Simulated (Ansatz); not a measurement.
The compound is RbMnF3 (Pm-3m).

```
Rb Mn F
1.0
     0.00000   -4.23247    0.00000
    -4.23247    0.00000    0.00000
     0.00000    0.00000   -4.23247
Rb Mn F
1 1 3
Direct
  0.00000 0.00000 0.00000
  0.50000 0.50000 0.50000
  0.50000 0.00000 0.50000
  0.50000 0.50000 0.00000
  0.00000 0.50000 0.50000
```

The cell and positions are those that the Materials Project relaxed with its own functionals (PBE, PBE+U or r2SCAN), kept fixed. PAW set soft_2, made with PBE.

A constrained-RPA run (Ansatz 0.2.0; non-magnetic LDA; Mn d + anion p, bands v12 to c2, 4×4×4 mesh, medium accuracy) builds 14 functions on bands 9.6 eV wide, with 23.0 electrons in the window. The bare on-site interaction is 22.2 eV and the bare J 0.77 eV.

**Question.** What U and J survive the screening?

On the Mn d shell, U = 10.12 eV (46 % of the bare value), U′ = 8.84 eV, J = 0.65 eV.

The parent state is non-magnetic and the interaction static (zero frequency); U depends on the window and the orbitals, so it belongs to this model alone. A window that holds the anion p bands defines a model with explicit ligands; its U belongs to that model and is not the U of DFT+U.

[Paths, hosts, dates, memory and timing lines, banners, echoed tables and standing remarks are left out of the program output.]

[Logs are printed without paths, hosts, clocks, repeated set-up lines and the standing remarks that a program may print on its own settings, such as how far it seeks lower states.]

[Runs of the session that timed out or met a known fault of the program may be left out.]

[Hosts, paths, dates, database ids (printed as entryN), source tags and the programs' standing remarks are cut or masked in the printed files.]
